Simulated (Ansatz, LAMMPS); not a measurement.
# Relaxing amorphous 86SiO2-14P2O5 (mol %) (100 atoms), part 3 of 4

How does amorphous 86SiO2-14P2O5 (mol %) (100 atoms) relax, and what do bonds, charges and levels look like afterwards?

Ansatz 0.2.0; Kohn-Sham DFT, PBE, PAW (set soft_2), plane waves.

The cell: 24 Si, 8 P and 68 O. The quench rate of 50 K/ps is orders of magnitude faster than experiment. The network of bonds at the start is that of the classical potential that made the cell. Sampling is at Γ alone, for a cell whose shortest periodic width is 11 Å.

So far. Step 4 (Cell and atoms relaxed): The relaxation changed the energy by -58.2 meV/atom, and atoms moved by 0.30 Å r.m.s., 0.86 Å at most.

### Step 6. Single point at the relaxed geometry

One more single point at the end of the walk gives the fuller output and checks the residual forces.

Input file input.yaml:

```yaml
crystal:
  lattice:
    - [11.20198, 0.03087, -0.11257]
    - [0.03087, 11.1476, -0.02202]
    - [-0.11257, -0.02202, 11.25805]
  atoms:
    - { symbol: Si, position: [0.74132, 0.44296, 0.49634] }
    - { symbol: Si, position: [0.54407, 0.94494, 0.153] }
    - { symbol: Si, position: [0.47926, 0.56662, 0.5109] }
    - { symbol: Si, position: [0.91517, 0.6244, 0.61498] }
    - { symbol: Si, position: [0.73205, 0.86595, 0.34363] }
    - { symbol: Si, position: [0.04217, 0.51876, 0.84841] }
    - { symbol: Si, position: [0.85285, 0.51908, 0.06011] }
    - { symbol: Si, position: [0.05691, 0.96154, 0.2] }
    - { symbol: Si, position: [0.38554, 0.85088, 0.94129] }
    - { symbol: Si, position: [0.52383, 0.70845, 0.74552] }
    - { symbol: Si, position: [0.92723, 0.09829, 0.98099] }
    - { symbol: Si, position: [0.32122, 0.96403, 0.27572] }
    - { symbol: Si, position: [0.38879, 0.68292, 0.28445] }
    - { symbol: Si, position: [0.68425, 0.28931, 0.7139] }
    - { symbol: Si, position: [0.14239, 0.54955, 0.32267] }
    - { symbol: Si, position: [0.85547, 0.06203, 0.73756] }
    - { symbol: Si, position: [0.73, 0.83289, 0.62343] }
    - { symbol: Si, position: [0.61966, 0.49351, 0.9068] }
    - { symbol: Si, position: [0.40932, 0.50785, 0.08219] }
    - { symbol: Si, position: [0.29571, 0.07705, 0.80714] }
    - { symbol: Si, position: [0.78962, 0.31827, 0.24199] }
    - { symbol: Si, position: [0.23807, 0.32916, 0.19931] }
    - { symbol: Si, position: [0.26848, 0.17651, 0.43981] }
    - { symbol: Si, position: [0.14188, 0.27078, 0.93582] }
    - { symbol: P, position: [0.48383, 0.14013, 0.61007] }
    - { symbol: P, position: [0.12203, 0.79675, 0.53006] }
    - { symbol: P, position: [0.89037, 0.09365, 0.35734] }
    - { symbol: P, position: [0.93525, 0.71315, 0.23522] }
    - { symbol: P, position: [0.24162, 0.43763, 0.53854] }
    - { symbol: P, position: [0.09594, 0.04143, 0.62892] }
    - { symbol: P, position: [0.20142, 0.65503, 0.99383] }
    - { symbol: P, position: [0.66945, 0.16879, 0.06023] }
    - { symbol: O, position: [0.46319, 0.63444, 0.63637] }
    - { symbol: O, position: [0.0148, 0.20013, 0.9319] }
    - { symbol: O, position: [0.7987, 0.95416, 0.66225] }
    - { symbol: O, position: [0.29939, 0.03214, 0.39941] }
    - { symbol: O, position: [0.64953, 0.03869, 0.11145] }
    - { symbol: O, position: [0.42626, 0.77522, 0.82761] }
    - { symbol: O, position: [0.99959, 0.82446, 0.19009] }
    - { symbol: O, position: [0.00997, 0.61971, 0.3044] }
    - { symbol: O, position: [0.70237, 0.83882, 0.47944] }
    - { symbol: O, position: [0.40205, 0.09442, 0.71418] }
    - { symbol: O, position: [0.15707, 0.11916, 0.53867] }
    - { symbol: O, position: [0.24589, 0.19984, 0.86373] }
    - { symbol: O, position: [0.15026, 0.52321, 0.46598] }
    - { symbol: O, position: [0.60844, 0.81431, 0.696] }
    - { symbol: O, position: [0.56541, 0.0483, 0.56378] }
    - { symbol: O, position: [0.62026, 0.85977, 0.24919] }
    - { symbol: O, position: [0.04632, 0.92159, 0.58067] }
    - { symbol: O, position: [0.5479, 0.25179, 0.67182] }
    - { symbol: O, position: [0.3967, 0.20106, 0.51803] }
    - { symbol: O, position: [0.01266, 0.03444, 0.31931] }
    - { symbol: O, position: [0.36912, 0.8256, 0.27652] }
    - { symbol: O, position: [0.79454, 0.99621, 0.31639] }
    - { symbol: O, position: [0.59684, 0.6137, 0.8293] }
    - { symbol: O, position: [0.37235, 0.46765, 0.48925] }
    - { symbol: O, position: [0.88747, 0.01082, 0.8715] }
    - { symbol: O, position: [0.23221, 0.45401, 0.66736] }
    - { symbol: O, position: [0.99213, 0.02262, 0.08549] }
    - { symbol: O, position: [0.18251, 0.27738, 0.07469] }
    - { symbol: O, position: [0.12229, 0.64322, 0.09613] }
    - { symbol: O, position: [0.76783, 0.17638, 0.75464] }
    - { symbol: O, position: [0.75247, 0.34464, 0.60102] }
    - { symbol: O, position: [0.30308, 0.5573, 0.98955] }
    - { symbol: O, position: [0.26379, 0.22242, 0.29466] }
    - { symbol: O, position: [0.1313, 0.63685, 0.87171] }
    - { symbol: O, position: [0.18327, 0.01165, 0.73486] }
    - { symbol: O, position: [0.43556, 0.02504, 0.20628] }
    - { symbol: O, position: [0.87797, 0.20136, 0.26635] }
    - { symbol: O, position: [0.47383, 0.65862, 0.39967] }
    - { symbol: O, position: [0.86173, 0.41125, 0.1581] }
    - { symbol: O, position: [0.12825, 0.81578, 0.39904] }
    - { symbol: O, position: [0.26557, 0.78064, 0.99072] }
    - { symbol: O, position: [0.97019, 0.54315, 0.72436] }
    - { symbol: O, position: [0.94438, 0.5104, 0.95392] }
    - { symbol: O, position: [0.26022, 0.62119, 0.29255] }
    - { symbol: O, position: [0.80668, 0.16736, 0.02834] }
    - { symbol: O, position: [0.49356, 0.86302, 0.04147] }
    [... 16 atom lines left out ...]
    - { symbol: O, position: [0.19913, 0.96643, 0.19027] }
    - { symbol: O, position: [0.98717, 0.10676, 0.6854] }
    - { symbol: O, position: [0.21035, 0.31446, 0.48262] }
    - { symbol: O, position: [0.22667, 0.77638, 0.609] }
    - { symbol: O, position: [0.87198, 0.65095, 0.12882] }
    - { symbol: O, position: [0.66891, 0.38886, 0.81881] }
kpoints:
  mp_grid: { grid: [1, 1, 1] }
hamiltonian:
  xc: pbe
scf:
  occupations: { method: fermi_dirac, width: 0.025 }
output:
  forces: true
  stress: true
  populations: true
  dos:
    method: { smearing: { sigma: 0.08 } }
    de: 0.05
    projected: { site_lists: { O: [O], P: [P], Si: [Si] } }
  eigenvalues: true
  write_density: true
  write_potential: true
  volumetric_format: npy
```

The run is started by

```
> ansatz run input.yaml --threads 4 --pin off --max-ram 8192MiB --backend cpu --events-out ev --progress --plain --runs-dir out
```

Numbers of over 12 decimals in the logs are rounded to 6 here.

Output:

```text
[...]
Crystal: 100 atoms, lattice volume = 1405.694 Å³
Basis set: ecut = 420 eV, 27507 PW (Γ), exchange–correlation on 150×150×160 points (8 copies of the dense FFT grid, shifted against one another)
Bands: 372, of which v1, the nominal top of the filled ones, is band 272 counted from 1 (271 counted from 0)
Symmetry: 1 space group operations
[...]
k-points: 1
[...]
SCF iter   1: F=—  HF=-59973.604392 eV  |F-HF|=—  |Δ(HF+E_count)|=         —  Δρ=2.56e-3  dr2=1.28e-1  ethr=1.77e-3  ⟨swp⟩=7.0  Hψ=1953  notcnv=0  defer=68
[...]
SCF iter   9: F=-59973.584182 eV  HF=-59973.584182 eV  |F-HF|=3.43e-8  |Δ(HF+E_count)|=   7.28e-8  Δρ=2.41e-6  dr2=7.51e-8  ethr=1.84e-11  ⟨swp⟩=25.0  Hψ=4074  notcnv=0
SCF 1 converged in 9 iterations: F = -59973.584182 eV  dr2 = 7.51e-8
[...]
WARN: The input density's exchange-correlation potential varies sharply where the density is thin. Do not read a vacuum level from v_tot or v_xc, or from such a field of the output density. On a cell that repeats whose density bears no net charge and no dipole along the vacuum's axis use v_es (v_loc + v_h of the components); [...]
SCF converged after 9 iterations
Free energy (F): -59973.584182 eV
[...]
Internal energy: -59973.584182 eV  (E = F + TS)
E sigma→0 (E₀):  -59973.584182 eV
Fermi energy:    4.974083 eV
[...]
--- Forces (eV/Å), atoms counted from 1 ---
  atom   1  Si     0.00195820     0.00014084    -0.00614264
  atom   2  Si     0.00279375    -0.00561811    -0.00629934
  atom   3  Si     0.00598290     0.00223785    -0.00403867
  atom   4  Si    -0.00377197    -0.00788100     0.00338173
  atom   5  Si     0.00010007    -0.00424135     0.00605486
  atom   6  Si    -0.00614050    -0.00134023     0.00567468
  atom   7  Si    -0.00650106    -0.00628676     0.00686251
  atom   8  Si    -0.00497600    -0.00067094    -0.00114875
  atom   9  Si     0.00607155     0.00737490     0.00104410
  atom  10  Si    -0.00065401    -0.00121906     0.00129936
  atom  11  Si    -0.00138760     0.00143317     0.00199343
  atom  12  Si     0.00356930     0.00201288    -0.00128714
  atom  13  Si     0.00844830    -0.00822999     0.00025549
  atom  14  Si     0.00124292    -0.00105090     0.00053696
[...]
atom  99  O     -0.00168149     0.00531549    -0.00033932
  atom 100  O     -0.00128033     0.00197288    -0.00185079
  max |Σ_I F_I| component: 4.53e-5 eV/Å
--- Stress (GPa, compression-positive) ---
       -0.008294       0.003718      -0.001217
        0.003720      -0.013670       0.002921
       -0.001216       0.002922      -0.009121
  P = ⅓ Tr σ = -0.0104 GPa (-0.104 kbar)
--- Band table (eV) ---
[...]
--- Löwdin populations: 100 sites ---
  site symbol       q [e]
     0     Si      2.1917
     1     Si      2.2084
     2     Si      2.1955
[...]
99      O      6.7804
  spilling = 0.015113 (of n_electrons = 544.000000)
```

It took 26 s on 4 threads of Arm Neoverse V1, shared host; peak memory 1.7 GiB.

The program notes that the exchange-correlation potential is rough where the density is thin.

Read from the output:

```
free energy                                      : -59973.5842 eV
free energy per atom                             : -599.7358 eV/atom
SCF cycles                                       : 9
pressure                                         : -0.01036 GPa
r.m.s. force component                           : 0.00361 eV/Å
longest force                                    : 0.0141 eV/Å
Fermi energy                                     : 4.974 eV
gap (highest filled to lowest empty level) : 3.937 eV
spilling of the projection                       : 0.01511
```

Löwdin charges by element and coordination (they lack the spilled electrons, 0.082 e an atom on average):

```tsv
element	coordination	atoms	mean charge (e)	spread	least	most
O	all	68	-0.773	0.0226	-0.852	-0.711
O	1	7	-0.803	0.0258	-0.852	-0.775
O	2	61	-0.770	0.0194	-0.800	-0.711
P	all	8	2.20	0.0509	2.11	2.29
Si	all	24	1.80	0.0171	1.74	1.82
Si	4	23	1.80	0.0113	1.78	1.82
Si	5	1	1.74	0	1.74	1.74
```

Density of states as counts of states in windows of 1 eV (from the Fermi level), total and the larger projections:

```tsv
from (eV)	to (eV)	total	O p	Si p	O s
-14	-13	6.9	4.2	0.3	0.6
-13	-12	15.2	9.8	0.5	0.8
-12	-11	15.8	10.7	1.0	0.8
-11	-10	23.8	16.8	2.3	0.8
-10	-9	30.1	22.6	4.6	0.5
-9	-8	29.2	22.7	5.0	0.4
-8	-7	25.4	20.4	1.4	1.8
-7	-6	57.5	49.5	3.1	2.4
-6	-5	78.3	71.7	2.4	1.7
-5	-4	70.4	66.5	1.2	1.0
-4	-3	39.8	38.0	0.3	0.3
-3	-2	12.0	11.3	0.0	0.1
-2	-1	1.6	1.6	0.0	0.0
-1	1	0.0	0.0	0.0	0.0
1	2	1.1	0.0	0.0	0.3
2	3	0.9	0.0	0.0	0.2
3	4	13.6	1.3	2.7	2.8
4	5	27.3	2.8	8.5	4.3
```

Between -25 and -14 eV lie 138 more states.

The levels nearest the highest filled one (over half full), pooled over k-points and spins:

```tsv
level less the highest filled one (eV)	occupation
-0.972	2
-0.828	2
-0.756	2
-0.506	2
-0.355	2
0	2
3.94	0
5.28	0
5.42	0
5.56	0
5.59	0
5.65	0
```

Valence density in the bc plane at fractional x = 0.128, with atoms of Si and P and O within 0.2 Å of it. It is the smooth field of the valence electrons, not physical close to the nuclei.

Ten steps, logarithmic in the rise over the least value, from '_' (0.0 e/Å³) to '@' (6.6 e/Å³), each cell a mean:
```
________..::--------------::......::--==++==--....____________
________..::----::--++******==::::--++####++--..______________
________..::------==**%%@@%%**==--++##@@@@##==..______________
....____....::::::--++%%@@%%**==--++##@@@@##==..______________
----::..__..........--++**++==::::--==++++==::____________..::
**++==::..__________....::::................____________..--++
##**++--..______________..........______________________..--++
****++--::..____________..::::....__________..............--++
========--::..__________..::::....________..::------::::----==
==++**##**==::________......::....______..::--==++============
==++##%%%%**--......::....::::----::......::======--========--
::==**%%%%**--::::----::::::==**##**==::..::--==----====--::::
..::--++++--::..::------::--++%%@@%%++::....--++**##**==::..__
____..............::::::..::==##%%##++::....--++%%@@%%++--..__
__________________........::--++++++--::....--**%%@@@@**--..__
......________________..::--------::----::..::==**##**==::....
::....____________..::==**##**++--::----::......::--::::....::
--::..__________....--**@@@@%%**==----::::..______......::----
==--..__________....--**%%@@%%++--::::::....________..::==++++
++--..________..::::::--++++==--....--====--::..__....::==++**
--::..______..--====--::::::......--++%%%%**==..____....--====
....______..--++****==::..______..--##@@@@%%++::________....::
__________..--++****==::..______..--**%%%%##==::..____________
__________..--==++++==::..______..::==++++++--::..____________
```
Columns run along b (11.1 Å), rows up along c (11.3 Å). Atoms in or near the plane, at fractional coordinates: Si at (0.55, 0.32), Si at (0.27, 0.94), P at (0.80, 0.53), O at (0.64, 0.10), O at (0.64, 0.87), O at (0.82, 0.40), O at (0.42, 0.25), O at (0.40, 0.87).

Electrostatic potential energy in the bc plane at fractional x = 0.128, with atoms of Si and P and O within 0.2 Å of it. With pseudopotentials it is smooth inside the atoms' cores, unlike the true potential.

Ten even steps from '0' (-46 eV) to '9' (10 eV), each cell a mean:
```
9999986200489999988766889999999
9999985000366798887557899999999
9999987312520268774004999999999
9999998877731267775116999999999
9999999999987888888789999999999
7799999999999999999999999999998
5678999999999999999999999999997
3236899999999999999999999999987
0004899999999999999999998899985
2014699999999999999999864468886
7641269999999999999999610026888
9863379999999986579998610016899
9998899999999982038999853258999
9999999999999985248999983038999
9999999999999987445789982027999
9999999999999974001589997579999
9999999999997553000589999999999
8999999999972015435789999999877
7899999998873138888999999998755
7899999998888899999999999998755
8999999999999999998436999999877
9999999877999999996103899999999
9999999866899999997325899999999
9999998766889999998756899999999
```
Columns run along b (11.1 Å; values clipped at the 3rd and 97th percentile), rows up along c (11.3 Å). Atoms in or near the plane, at fractional coordinates: Si at (0.55, 0.32), Si at (0.27, 0.94), P at (0.80, 0.53), O at (0.64, 0.10), O at (0.64, 0.87), O at (0.82, 0.40), O at (0.42, 0.25), O at (0.40, 0.87).

Mean Löwdin charges: O -0.77, P +2.20, Si +1.80 e (they miss 1.5 % of the electrons, so they add up to more than the cell's charge).

The surroundings of P28, whose charge lies farthest from its element's mean, nearest first, numbered as they follow in the input and with coordinates relative to it.

```tsv
atom	x	y	z	distance (Å)	bonds	Löwdin charge (e)
P28	0.00	0.00	0.00	0.00	4	2.29
O39	0.73	1.24	-0.52	1.53	2	-0.72
O40	0.83	-1.04	0.77	1.54	2	-0.71
O99	-0.70	-0.69	-1.19	1.54	2	-0.74
O93	-1.16	0.49	0.92	1.55	2	-0.74
O61	2.11	-0.77	-1.59	2.75	1	-0.83
O72	2.15	1.15	1.82	3.04	1	-0.85
Si7	-0.91	-2.16	-1.96	3.06	4	1.81
Si15	2.31	-1.82	0.96	3.09	4	1.78
Si5	-2.28	1.69	1.24	3.10	4	1.81
Si8	1.37	2.77	-0.42	3.12	4	1.81
```

The column of bonds counts only the pairs O-Si within 2.12 Å, O-P within 2.08 Å; other neighbours, such as metal atoms beside each other in a compound, aren't counted, and periodic images can show an atom twice.

(Continued in part 4 of 4.)

[Logs are printed without paths, hosts, clocks, repeated set-up lines and the standing remarks that a program may print on its own settings, such as how far it seeks lower states.]

[Hosts, paths, dates, database ids (printed as entryN), source tags and the programs' standing remarks are cut or masked in the printed files.]
